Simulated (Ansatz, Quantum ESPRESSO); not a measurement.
## Lu (P6_3/mmc): electron–phonon coupling with Quantum ESPRESSO

Wanted: phonons, linewidths and couplings of Lu (P6_3/mmc) from a second program. The first relaxation steps of the session are not shown, so no cell shown is the starting entry, unless a step says so.

Program: Ansatz 0.2.0 and Quantum ESPRESSO 7.5. Level of theory: DFT PBE, scalar-relativistic, plane waves, PAW, in the first sound run; inputs show where later runs differ. Results are calculated unless marked as measured.

## (1) The cell after earlier relaxation steps

It takes space group P6_3/mmc (No. 194, hexagonal). The conventional cell has a = 3.505 Å, b = 3.505 Å, c = 5.463 Å, α = 90.00°, β = 90.00°, γ = 120.00°. Nearest to Lu lie 12 Lu at 3.40 to 3.50 Å.

## (2) Relaxing tightly for phonons

Residual forces and stress shift phonon frequencies, so the cell is relaxed again, with tight thresholds and the mesh and smearing of this input. Earlier relaxation steps are not shown.

Input file input.yaml:

```yaml
crystal:
  lattice:
    - [3.5047618796, 0.0, 0.0]
    - [-1.7523809398, 3.0352128219, 0.0]
    - [0.0, 0.0, 5.4630268059]
  atoms:
    - { symbol: Lu, position: [0.3333333333, 0.6666666667, 0.25] }
    - { symbol: Lu, position: [0.6666666667, 0.3333333333, 0.75] }
kpoints:
  mp_grid: { grid: [9, 9, 6] }
hamiltonian:
  xc: pbe
scf:
  occupations: { method: methfessel_paxton, width: 0.2 }
output:
  forces: true
  stress: true
  eigenvalues: true
relax:
  adjacent_minimum: "off"
  f_tol: 0.001
  max_steps: 60
  cell: { stress_tol: 0.01 }
```

Run with:

```sh
$ ansatz run input.yaml --threads 4 --pin off --max-ram 8192MiB --backend cpu --events-out ev --progress --plain --runs-dir out
```

Numbers of over 12 decimals in the logs are rounded to 6 here.

What it wrote:

```text
[the first part of the log is left out]
  E_hartree    = 5633.733174
  E_xc         = -435.502761
  E_vxc        = -515.404827  (∫ρ·V_xc dr)
  E_paw        = -14748.645571  (= ΣΔE_a)
  E_vpaw       = 704.426901  (= ΣTr[D̂ρ^β])
  E_aug_tail   = 0.000069  (compensation charges beyond the density's cutoff)
  E_ewald      = -8452.203959
  E_smearing   = -0.000571  (= −TS)
  E_closure    = 0.000000  (closes the sum)
  Σ components = -29464.852836   (vs F -29464.852836, Δ=0.00e0)
--- Forces (eV/Å), atoms counted from 1 ---
  atom   1  Lu     0.00000000    -0.00000000     0.00000000
  atom   2  Lu     0.00000000     0.00000000     0.00000000
  max |Σ_I F_I| component: 1.85e-17 eV/Å
--- Stress (GPa, compression-positive) ---
        0.007014      -0.000000       0.000000
       -0.000000       0.007014       0.000000
        0.000000       0.000000       0.006635
  P = ⅓ Tr σ = 0.0069 GPa (0.069 kbar)
--- Band table (eV; the first three rows and the last of 48) ---
  k-point 0: bands = ["-42.3938", "-42.3573", "-13.3668", "-12.9355", "-12.9355", "-12.8490", "-12.8490", "-12.8143", "7.7203", "8.8005", "8.8095", "8.8182", "8.8405", "8.8405", "8.8466", "8.8466", "8.8576", "8.8576", "8.8665", "8.8909", "8.8909", "8.9091", "8.9134", "11.3630", "14.4363", "15.9392", "15.9392", "16.3896", "16.6850", "16.6850", "17.1889"]
  k-point 1: bands = ["-42.3913", "-42.3597", "-13.3317", "-12.9297", "-12.9297", "-12.8549", "-12.8549", "-12.8534", "7.9273", "8.7950", "8.8137", "8.8193", "8.8289", "8.8289", "8.8483", "8.8483", "8.8630", "8.8630", "8.8650", "8.8969", "8.8969", "8.9094", "8.9131", "11.1050", "14.3866", "15.8262", "15.8262", "16.1714", "16.4991", "16.4991", "17.5389"]
  k-point 2: bands = ["-42.3847", "-42.3664", "-13.2345", "-12.9585", "-12.9140", "-12.9140", "-12.8708", "-12.8708", "8.5168", "8.7933", "8.8038", "8.8221", "8.8221", "8.8337", "8.8337", "8.8344", "8.8592", "8.8823", "8.8823", "8.9018", "8.9018", "8.9102", "8.9123", "10.3624", "14.5164", "15.6203", "15.7355", "15.7355", "16.1333", "16.1333", "18.2900"]
  k-point 47: bands = ["-42.3576", "-42.3576", "-13.2528", "-13.2528", "-13.1192", "-13.1192", "-12.9087", "-12.9087", "8.8330", "8.8330", "8.8406", "8.8406", "8.8424", "8.8424", "8.8516", "8.8516", "8.8586", "8.8586", "8.8672", "8.8672", "8.8903", "8.8903", "13.1602", "13.1602", "13.2872", "13.2872", "14.1160", "14.1160", "17.1537", "17.1537", "19.0217"]
--- Relaxed structure (1 steps of the walk, 1 accepted, 1 SCFs on fresh bases) ---
  F+E_penalty+E_count = -29464.85283571 eV   max|allowed force component| = 6.014e-17 eV/Å   (the final SCF, on the basis selected at the relaxed cell)
  cell:  # Å, volume = 58.1140 Å³
    - [3.504762, 0.0, 0.0]
    - [-1.752381, 3.035213, 0.0]
    - [0.0, 0.0, 5.4630268059]
  atoms:
    - { symbol: Lu, position: [0.333333, 0.666667, 0.250000] }
    - { symbol: Lu, position: [0.666667, 0.333333, 0.750000] }
```

It took 4.4 s on 4 threads of Arm Neoverse V1, shared host; peak memory 0.4 GiB; 16 s of CPU time.

Little changed from the start: no atom moved by 0.005 Å and no cell edge by 0.1 %.

Numbers from this step:

```
pressure          : 0.006887 GPa
volume per atom   : 29.06 Å³
metallic on mesh  : yes
gap on the k-mesh : 0 eV
```

The largest force is now zero by symmetry and the largest stress component 0.0070 GPa, small enough for phonons.

## (3) Deformation potentials: PseudoDojo files, cutoff 1360.57 eV, Fermi–Dirac smearing of 0.1 eV

The exported deformation potentials allow the same Gaussian double-delta sums that other programs print.

This step: DFT PBE, scalar-relativistic, plane waves, PseudoDojo norm-conserving pseudopotentials (Ansatz 0.2.0).

Input file input.yaml:

```yaml
crystal:
  lattice:
    - [3.5047618796, 0.0, 0.0]
    - [-1.7523809398, 3.0352128219, 0.0]
    - [0.0, 0.0, 5.4630268059]
  atoms:
    - { symbol: Lu, position: [0.3333333333, 0.6666666667, 0.25] }
    - { symbol: Lu, position: [0.6666666667, 0.3333333333, 0.75] }
kpoints:
  mp_grid: { grid: [8, 8, 4] }
hamiltonian:
  xc: pbe
  pseudopotentials: { kind: nc, accuracy: standard }
scf:
  occupations: { method: fermi_dirac, width: 0.1 }
  n_extra_bands: 14
output:
  eigenvalues: true
basis:
  ecutwfc: 1360.569
phonons:
  method: dfpt
  qmesh: [2, 2, 2]
  temperatures: { t_max: 1000, t_step: 50 }
  qpath:
    path:
      - [[0.0, 0.0, 0.0], [0.5, 0.0, 0.0], [0.33333333, 0.33333333, 0.0], [0.0, 0.0, 0.0], [0.0, 0.0, 0.5], [0.5, 0.0, 0.5], [0.33333333, 0.33333333, 0.5], [0.0, 0.0, 0.5]]
      - [[0.5, 0.0, 0.5], [0.5, 0.0, 0.0]]
      - [[0.33333333, 0.33333333, 0.5], [0.33333333, 0.33333333, 0.0]]
    npoints: 10
  electron_phonon_deformation_potentials: { window_half_width: 2.5 }
```

What it wrote:

```text
Warning: basis.ecutwfc = 1360.569 eV is below the records' recommended 1360.569312 eV, and the density's cutoff is lower with it unless basis.ecutrho_ratio is high enough to keep the records' density cutoff: compare with a run at a higher cutoff
[...]
Crystal: 2 atoms, lattice volume = 58.114 Å³
Basis set: ecut = 1360.569 eV, 6669 PW (Γ), exchange–correlation on 90×90×144 points (8 copies of the dense FFT grid, shifted against one another)
Bands: 39, of which v1, the nominal top of the filled ones, is band 25 counted from 1 (24 counted from 0)
Symmetry: 24 space group operations
k-points: 30 of 256
[...]
SCF iter   1: F=—  HF=-13414.708734 eV  |F-HF|=—  |Δ(HF+E_count)|=         —  Δρ=2.47e-2  dr2=4.18e-1  ethr=3.10e-3  ⟨swp⟩=5.8  Hψ=4472  notcnv=0  defer=24
[...]
SCF iter  10: F=-13414.591955 eV  HF=-13414.591955 eV  |F-HF|=3.64e-12  |Δ(HF+E_count)|=  3.09e-11  Δρ=1.77e-7  dr2=6.70e-12  ethr=1.00e-12  ⟨swp⟩=12.1  Hψ=7241  notcnv=0
SCF 1 converged in 10 iterations: F = -13414.591955 eV  dr2 = 6.70e-12
NSCF: frozen V_eff on 30 k-points
[...]
DFPT response loops at q = (0, 0, 0) (fractional): preconditioner auto → Kerker (q_TF=auto, 2.661 Å⁻¹) (partly filled bands, converged f_vac=0.000); β = 1.00, the filter's whole step (`scf.mixing.beta` (0.50) is not read by the response loops under this deck's `scf.mixing.preconditioner`; to damp them name `kerker` or `kerker_dos`, under which they read `scf.mixing.beta`, and type it under 1.00, their step now; both keys bind the ground state too); Anderson in place of MSR1; while a model of the screening serves, it and β = 1 on shorter waves in the place of filter and β
[...]
SCF converged after 10 iterations
Free energy (F): -13414.591955 eV
[...]
Internal energy: -13414.487315 eV  (E = F + TS)
E sigma→0 (E₀):  -13414.539635 eV
Entropy (-TS):   -0.104640 eV (-52.320 meV/atom)
Fermi energy:    14.703119 eV
[...]
--- Band table (eV; the first three rows and the last of 30) ---
  k-point 0: bands = [... 21 lower, 9.9687, 9.9731, 12.3185, 15.3863, 16.8960, 16.8960, 17.3451, 17.6408, ... 10 higher]
  k-point 1: bands = [... 21 lower, 9.9694, 9.9725, 11.7367, 15.3614, 16.7177, 16.7177, 16.8799, 17.2758, ... 10 higher]
  k-point 2: bands = [... 21 lower, 9.9709, 10.3465, 10.3465, 15.9395, 15.9395, 16.7967, 16.7967, 16.7967, ... 10 higher]
  k-point 29: bands = [... 21 lower, 9.9491, 13.5949, 13.5949, 14.7591, 14.7591, 15.0610, 15.0610, 18.0446, ... 10 higher]
--- Phonons (Γ-DFPT): 2 representative perturbations + reference (Σ response iterations 11) ---
  ASR residual: 9.167e-4 → 0.000e0 eV/Å²; symmetrization residual: 1.639e-13 eV/Å²
  ASR residual per site (eV/Å²): 9.17e-4 9.17e-4
  Γ frequencies (cm⁻¹): 0.00 0.00 0.00 72.69 72.69 120.28
--- Phonons (arbitrary-q DFPT): 4 irreducible q on the 2×2×2 mesh ---
  q = [0.0000, 0.0000, 0.0000] (star 1, of the zone-centre solve; hermiticity 1.22e-14, symmetrization 2.91e-14): -0.00 0.00 0.00 72.69 72.69 120.28
  q = [0.0000, 0.0000, -0.5000] (star 1, 2 solved perturbations in 87 linear systems a pass and spin channel, the states on 30 of 256 k-point pairs; hermiticity 2.48e-12, symmetrization 9.96e-12): 50.90 50.90 50.90 50.90 82.30 82.30
[...]
sum rule: each row above includes the acoustic sum rule's correction from the zone centre's row sums; it moved no ω² by more than (1.19 cm⁻¹)²
  mesh force constants: q→R imaginary residual 8.36e-18; ASR residual 9.167e-4 → 0.000e0 eV/Å²; symmetrization residual 4.441e-15 eV/Å²
  interpolated dispersion: 93 rows × 6 modes
  density of states and harmonic sums: on the 20×20×12 q-mesh, interpolated from the force constants of a 2×2×2 supercell (no non-analytic term)
  largest difference from the sums on the solved wave vectors: F 9.38e-2 eV, S 1.26e-4 and C_V 3.23e-5 eV/K
  zero-point energy: 0.030195 eV/cell   skipped modes (ω ≤ 0): 3   left out of the sums: 1.04e-4 of the cell's modes: C_V's classical limit lies that fraction below 3 k_B per atom; for a crystal, a wire or a layer, F and S can be off by more, and a phonons.interpolated_qmesh denser along its periods is the remedy for the sampling
Electron–phonon deformation potentials of 4 wavevectors written to <dir>
```

Wall time 4.6 min (4 threads); peak memory 3.7 GiB.

In the SCF lines HF is the Harris–Foulkes energy and dr2 the Hartree energy of the density residual, in eV; the loop may stop once dr2 is under the threshold and the program's other checks hold. Hψ counts applications of the Hamiltonian.

This step gave:

```
zero point energy                                                              : 0.03019 eV/cell
share of imaginary modes in the plain interpolation between solved wavevectors : 0
highest frequency, solved or plainly interpolated                              : 120.3 cm⁻¹
Debye temperature (second moment)                                              : 155 K
```

Allen's double-delta sum on the run's k mesh, delta = exp(-(x/sigma)^2)/(sigma sqrt(pi)); at the zone centre the sum is no linewidth. Double-delta sums:

```csv
q1,q2,q3,star,mode,omega (meV),"lambda_q, sigma 0.05 eV","lambda_q, sigma 0.1 eV","lambda_q, sigma 0.2 eV","lambda_q, sigma 0.3 eV","lambda_q, sigma 0.4 eV",half width at sigma 0.2 (meV),<D²> at sigma 0.2 ((eV/Å)²),nesting at sigma 0.2 (1/eV²)
0,0,0,1,1,-4.49e-8,-,-,-,-,-,9.69e-6,5.82e-5,4.438
0,0,0,1,2,1.14e-7,-,-,-,-,-,9.69e-6,5.82e-5,4.438
0,0,0,1,3,2.02e-7,-,-,-,-,-,9.69e-6,5.82e-5,4.438
0,0,0,1,4,9.012,0.1422,0.1391,0.1748,0.1422,0.1185,0.07337,0.4405,4.438
0,0,0,1,5,9.012,0.1422,0.1391,0.1748,0.1422,0.1185,0.07337,0.4405,4.438
0,0,0,1,6,14.91,0.0669,0.06217,0.04074,0.03508,0.03408,0.04683,0.2811,4.438
0,0,-0.5,1,1,6.311,0.01016,0.008535,0.01915,0.03595,0.04784,0.003942,0.04335,2.423
0,0,-0.5,1,2,6.311,0.01016,0.008535,0.01915,0.03595,0.04784,0.003942,0.04335,2.423
0,0,-0.5,1,3,6.311,0.01016,0.008535,0.01915,0.03595,0.04784,0.003942,0.04335,2.423
0,0,-0.5,1,4,6.311,0.01016,0.008535,0.01915,0.03595,0.04784,0.003942,0.04335,2.423
0,0,-0.5,1,5,10.2,1.389,0.3786,0.1406,0.09136,0.07549,0.07567,0.8322,2.423
0,0,-0.5,1,6,10.2,1.389,0.3786,0.1406,0.09136,0.07549,0.07567,0.8322,2.423
0,-0.5,0,3,1,7.411,3.40e-4,0.04582,0.09163,0.1014,0.09776,0.02601,0.2698,2.568
0,-0.5,0,3,2,8.896,0.06332,0.0513,0.07078,0.07483,0.07709,0.02895,0.3004,2.568
0,-0.5,0,3,3,12.11,0.3314,0.1082,0.07918,0.07782,0.07812,0.05997,0.6222,2.568
0,-0.5,0,3,4,12.7,1.13e-4,0.02095,0.03752,0.03689,0.03626,0.03126,0.3243,2.568
0,-0.5,0,3,5,13.22,0.01662,0.01783,0.03526,0.03835,0.03787,0.03185,0.3304,2.568
0,-0.5,0,3,6,13.49,0.0353,0.01368,0.01756,0.02236,0.02481,0.01651,0.1713,2.568
0,-0.5,-0.5,3,1,8.664,0.4753,0.2516,0.1704,0.1515,0.1376,0.06609,0.6515,2.703
0,-0.5,-0.5,3,2,8.664,0.4753,0.2516,0.1704,0.1515,0.1376,0.06609,0.6515,2.703
0,-0.5,-0.5,3,3,9.888,0.151,0.08417,0.05895,0.0604,0.0607,0.02979,0.2936,2.703
0,-0.5,-0.5,3,4,9.888,0.151,0.08417,0.05895,0.0604,0.0607,0.02979,0.2936,2.703
0,-0.5,-0.5,3,5,12.79,0.0821,0.06009,0.07629,0.07512,0.07208,0.06446,0.6355,2.703
0,-0.5,-0.5,3,6,12.79,0.0821,0.06009,0.07629,0.07512,0.07208,0.06446,0.6355,2.703
```

Mean over the q mesh without its centre; few wavevectors enter, so none of the widths can be taken as converged. Coupling constant λ, lambda against Gaussian width:

```csv
Gaussian width (eV),"coupling constant λ, lambda"
0.050,1.20
0.100,0.563
0.200,0.455
0.300,0.443
0.400,0.431
```

Among the solved wavevectors the lowest mode, translations apart, is 50.9 cm⁻¹, so these are real on this k mesh.

[end of part 1 of 3]

[Logs are printed without paths, hosts, clocks, repeated set-up lines and the standing remarks that a program may print on its own settings, such as how far it seeks lower states.]

[Hosts, paths, dates, database ids (printed as entryN), source tags and the programs' standing remarks are cut or masked in the printed files.]
